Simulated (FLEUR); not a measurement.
**NiO: exchange couplings by hand from total energies**

Can a spin model with one coupling foretell the energy of a further order of NiO?

Calculated with FLEUR MaX-R8.1; LDA (VWN) with U = 6 eV on Ni d; all-electron FLAPW, Dirac cores, scalar-relativistic bands.

**What experiment says.**

“Observation and resonant x-ray optical interpretation of multi-atom resonant photoemission effects in O 1s emission from NiO” (2006, arxiv:cond-mat/0609101) quotes from earlier work for NiO, rock salt (literature value for NiO): ordering temperature (Neel temperature) 524 K [Literature value cited from another work, not measured on this sample.].

**1. The structure**

The structure is cubic, space group Fm-3m (No. 225). Conventional cell: a = 4.172 Å, b = 4.172 Å, c = 4.172 Å, α = 90.00°, β = 90.00°, γ = 90.00°. Ni has 6 O at 2.09 Å nearest. Nearest to O lie 6 Ni at 2.09 Å. Farther neighbours and most contacts between anions are not listed.

Structure file:

```xyz
2
Lattice="0.0000 2.0859 2.0859 2.0859 0.0000 2.0859 2.0859 2.0859 0.0000" Properties=species:S:1:pos:R:3 pbc="T T T"
Ni    0.0000    0.0000    0.0000
O     2.0859    2.0859    2.0859
```

**2. The parallel order**

All energies count from this run. A Hubbard U acts on the open shell, since semilocal functionals spread its electrons too much.

inpgen writes inp.xml from crystal.txt; cutoffs, mixing, functional, smearing and local orbitals are then set in the file. The k list default-1 (kpts.xml, not shown) is a Γ-centred 8×8×8 mesh; where the ranks do not divide the number of points, some are split in two of half the weight.

inp.xml reads:

```
<?xml version="1.0" encoding="UTF-8" standalone="no"?>
<fleurInput fleurInputVersion="0.39">
   <comment>
      NiO
   </comment>
   <calculationSetup>
      <cutoffs Kmax="4.32" Gmax="13.0" GmaxXC="13.0" numbands="0"/>
      <scfLoop itmax="130" minDistance="0.0001" maxIterBroyd="15" imix="Anderson" alpha="0.05" precondParam="0.0" spinf="2.0" sdNocoIR="T"/>
      <coreElectrons ctail="T" frcor="F" kcrel="0" coretail_lmax="0"/>
      <xcFunctional name="vwn" relativisticCorrections="F"/>
      <magnetism jspins="2"/>
      <soc l_soc="F" theta="0.0" phi="0.0" spav="F"/>
      <expertModes spex="0" secvar="F"/>
      <geometryOptimization l_f="F" forcealpha="1.0" forcemix="BFGS" epsdisp="0.00001" epsforce="0.00001"/>
      <ldaU l_linMix="F" mixParam="0.05" spinf="1.0"/>
   </calculationSetup>
   <cell>
      <bzIntegration valenceElectrons="24.0" mode="hist" fermiSmearingEnergy="0.00183747">
         <kPointListSelection listName="default-1"/>
         <xi:include xmlns:xi="http://www.w3.org/2001/XInclude" href="kpts.xml"> </xi:include>
      </bzIntegration>
      <xi:include xmlns:xi="http://www.w3.org/2001/XInclude" href="sym.xml"> </xi:include>
      <bulkLattice scale="1.0">
         <bravaisMatrix>
            <row-1>    0.0000000000000000     3.9417828250996005     3.9417828250996005</row-1>
            <row-2>    3.9417828250996005     0.0000000000000000     3.9417828250996005</row-2>
            <row-3>    3.9417828250996005     3.9417828250996005     0.0000000000000000</row-3>
         </bravaisMatrix>
      </bulkLattice>
   </cell>
   <atomSpecies>
      <species name="Nickel (Ni2.000" element="Ni" atomicNumber="28">
         <mtSphere radius="2.46" gridPoints="813" logIncrement="0.015"/>
         <atomicCutoffs lmax="10" lnonsphr="8"/>
         <electronConfig flipSpins="F">
            <coreConfig>(1s1/2) (2s1/2) (2p1/2) (2p3/2)</coreConfig>
            <valenceConfig>(3s1/2) (3p1/2) (3p3/2) (4s1/2) (3d3/2) (3d5/2)</valenceConfig>
            <stateOccupation state="(3d3/2)" spinUp="2.0" spinDown="1.2"/>
            <stateOccupation state="(3d5/2)" spinUp="3.0" spinDown="1.8"/>
         </electronConfig>
         <energyParameters s="4" p="4" d="3" f="4"/>
         <ldaU l="2" U="6.0" J="0.0" l_amf="F"/>
         <lo type="SCLO" l="0" n="3" eDeriv="0"/>
         <lo type="SCLO" l="1" n="3" eDeriv="0"/>
      </species>
      <species name="Oxygen (O)" element="O" atomicNumber="8">
         <mtSphere radius="1.39" gridPoints="461" logIncrement="0.023"/>
         <atomicCutoffs lmax="6" lnonsphr="4"/>
         <electronConfig flipSpins="F">
            <coreConfig>(1s1/2)</coreConfig>
            <valenceConfig>(2s1/2) (2p1/2) (2p3/2)</valenceConfig>
            <stateOccupation state="(2p1/2)" spinUp="0.666667" spinDown="0.666667"/>
            <stateOccupation state="(2p3/2)" spinUp="1.333333" spinDown="1.333333"/>
         </electronConfig>
         <energyParameters s="2" p="2" d="3" f="4"/>
      </species>
   </atomSpecies>
   <atomGroups>
      <atomGroup species="Nickel (Ni2.000">
         <relPos label="                   1">.0000000000 .0000000000 .0000000000</relPos>
         <force calculate="T" relaxXYZ="TTT"/>
      </atomGroup>
      <atomGroup species="Oxygen (O)">
         <relPos label="                   2">1.000/2.000 1.000/2.000 1.000/2.000</relPos>
         <force calculate="T" relaxXYZ="TTT"/>
      </atomGroup>
   </atomGroups>
   <output dos="F" band="F" slice="F">
      <bandDOS minEnergy="-.5*Htr" maxEnergy="0.5*Htr" sigma="0.015" storeEVData="T"/>
      <plotting iplot="0" polar="F">
         <plot TwoD="T" vec1="  1.0  0.0  0.0" vec2="  0.0  1.0  0.0" vec3="  0.0  0.0  1.0" zero="  0.0  0.0  0.0" file="plot"/>
      </plotting>
      <moessbauerParams electricFieldGradient="F" isomerShift="F" coreHyperfine="F" valenceHyperfine="F"/>
   </output>
</fleurInput>
```

crystal.txt reads:

```
NiO
&input film=F cartesian=F /
0.00000000000  2.08590164140  2.08590164140
2.08590164140  0.00000000000  2.08590164140
2.08590164140  2.08590164140  0.00000000000
1.8897261246
1.0 1.0 1.0

2
28 0.00000000000  0.00000000000  0.00000000000 : 2.000
8 0.50000000000  0.50000000000  0.50000000000

&kpt div1=8 div2=8 div3=8 gamma=T /
```

The run is started by

```bash
$ OMP_NUM_THREADS=1 inpgen -f crystal.txt > inpgen.log  # inp.xml is then edited as shown
$ OMP_NUM_THREADS=1 mpirun -n 4 fleur_MPI > fleur.log
```

What it wrote:

```text
Welcome to FLEUR        (www.flapw.de)
      MaX-Release 8.1          (www.max-centre.eu)

 ========== k-point set info ==========
 Selected k-point list: default-1
 k-point list type: mesh
 0 x 0 x 0
 Number of k points: 32

 [... set-up left out ...]
 no density matrix found ... skipping LDA+U
 Reset of history
 Iteration:     1   Distance:      29.47569879 me/bohr^3
 Iteration:     2   Distance:      38.61196369 me/bohr^3
 Iteration:     3   Distance:      35.90222028 me/bohr^3
 Iteration:     4   Distance:      19.85300143 me/bohr^3
[...]
[... left out ...]
            <freeEnergy value="-1593.1148349901"/>
            <extrapolationTo0K value="-1593.1148349901"/>
         </totalEnergy>
         [... left out ...]
         <ldaUDensityMatrixConvergence>
            <distance spin="1" distance="0.000000"/>
            <distance spin="2" distance="0.000003"/>
         </ldaUDensityMatrixConvergence>
         <densityConvergence units="me/bohr^3">
            <chargeDensity spin="1" distance="0.0000526279"/>
            <chargeDensity spin="2" distance="0.0000525772"/>
            <overallChargeDensity distance="0.0000742479"/>
            <spinDensity distance="0.0000745343"/>
         </densityConvergence>
      </iteration>
```

The job ended after 13 s (4 MPI ranks of Intel Xeon Platinum 8259CL at 2.50GHz (Skylake/Cascade Lake), shared host; peak memory 0.23 GiB; 52 s of CPU time).

Spin moment in the muffin-tin sphere by atom:

| atom | spin moment in the muffin-tin sphere (μB) |
| --- | --- |
| Ni1 | 1.75 |
| O2 | 0.21 |

Read from the output:

```yaml
free_energy: -43350.8631 eV
program_s_band_gap_on_this_mesh_in_a_metal_only_a_level_spacing: 1.734 eV
magnetization: 2 μB
final_state: ferromagnetic
```

After 18 cycles the largest moment stands at 1.75 μB.

**3. The orders used for the fit**

The other orders were run with the same settings, on meshes that hold the same points. Free energies are divided by the number of Ni atoms; q is in fractions of the reciprocal vectors of the first run's cell.

| order | atoms | mesh | free energy (eV) | eV per Ni | largest moment (μB) |
| --- | --- | --- | --- | --- | --- |
| F + | 2 | 8×8×8 | -43350.8631 | -43350.8631 | 1.75 |
| AF q=(0,1/2,1/2) +- | 4 | 8×4×8 | -86701.6939 | -43350.8469 | 1.77 |

**4. Counting neighbours**

With E = −Σ J e_i·e_j over ordered pairs of unit vectors, turning a neighbour from parallel to opposed costs 2J a Ni atom. So an order lies 2 Σ n J over the parallel one, n being the opposed neighbours in each shell.

| shell | distance (Å) | neighbours | opposed in AF q=(0,1/2,1/2) +- | opposed in AF q=(0,0,1/2) +- |
| --- | --- | --- | --- | --- |
| J1 | 2.95 | 12 | 8 | 6 |
| J2 | 4.17 | 6 | 0 | 6 |

Only J1 is kept.

**5. Solving**

```
2 × 8 × J1 = +16.2 meV    (AF q=(0,1/2,1/2) +-)
J1 = +1.01 meV
```

**6. The test**

The couplings now give the orders that were left out:

```
2 × 6 × (+1.01) = +12.1 meV    (AF q=(0,0,1/2) +-)
```

The runs themselves:

| order | atoms | mesh | free energy (eV) | eV per Ni | largest moment (μB) | over the parallel order (meV) | foretold (meV) |
| --- | --- | --- | --- | --- | --- | --- | --- |
| AF q=(0,0,1/2) +- | 4 | 8×8×4 | -86701.9448 | -43350.9724 | 1.65 | -109.3 | +12.1 |

**7. One more shell**

One try is to add the next shell, though changing moments can also cause the miss. Both differences then fix both couplings, and no order is left for a test.

```
2 × 8 × J1 = +16.2 meV    (AF q=(0,1/2,1/2) +-)
2 × 6 × J1 + 2 × 6 × J2 = -109.3 meV    (AF q=(0,0,1/2) +-)
J1 = +1.01 meV
J2 = -10.12 meV
```

**8. Mean-field temperature**

```
gain of AF q=(0,0,1/2) +- over disorder = (12 − 2 × 6) × (+1.01) + (6 − 2 × 6) × (-10.12) = 60.7 meV
T = 2 × 60.7 / (3 × 0.08617) = 470 K
```

**9. Results**

| Quantity | Value |
| --- | --- |
| effective coupling of the reversed pairs, counted on J1 (Ni–Ni at 2.95 Å) | 1.01 meV |
| largest miss on the orders left out | 121 meV |
| J1 with two shells | 1.01 meV |
| J2 with two shells | -10.1 meV |
| mean-field ordering temperature | 470 K |

In words: The model misses the order left out by 121 meV, 111 % of the largest distance from the parallel order, so it fails: these couplings alone don't describe the crystal. With the next shell added the couplings are J1 = +1.01 and J2 = -10.12 meV, untested. The largest moments of the orders differ by 6.8 % of the greatest. One difference fixes one number: it sums all reversed shells and need not be the coupling of the nearest one, even in sign. Mean field overstates the temperature of the model, and classical spins understate it for small quantum spins, by up to the factor (S+1)/S.

Computed beside measured:

| quantity | measured | LDA (VWN) with U = 6 eV on Ni d |
| --- | --- | --- |
| ordering temperature (mean field) (K) | 524 | 470 (-10.3 %) |

Measured values from arxiv:cond-mat/0609101 (2006).

How well it matches: The ordering temperature is off by -10.3 %: fair agreement. No cell relaxation is part of this session.

[Logs and program files are shortened in this print: banners, set-up blocks, solver, clock and traceback lines can be left out without a mark of their own.]

[Logs are printed without paths, hosts, clocks, repeated set-up lines and the standing remarks that a program may print on its own settings, such as how far it seeks lower states.]

[Hosts, paths, dates, database ids (printed as entryN), source tags and the programs' standing remarks are cut or masked in the printed files.]

[Where a cell is said to come from a database of computed structures, the database is the Materials Project.]
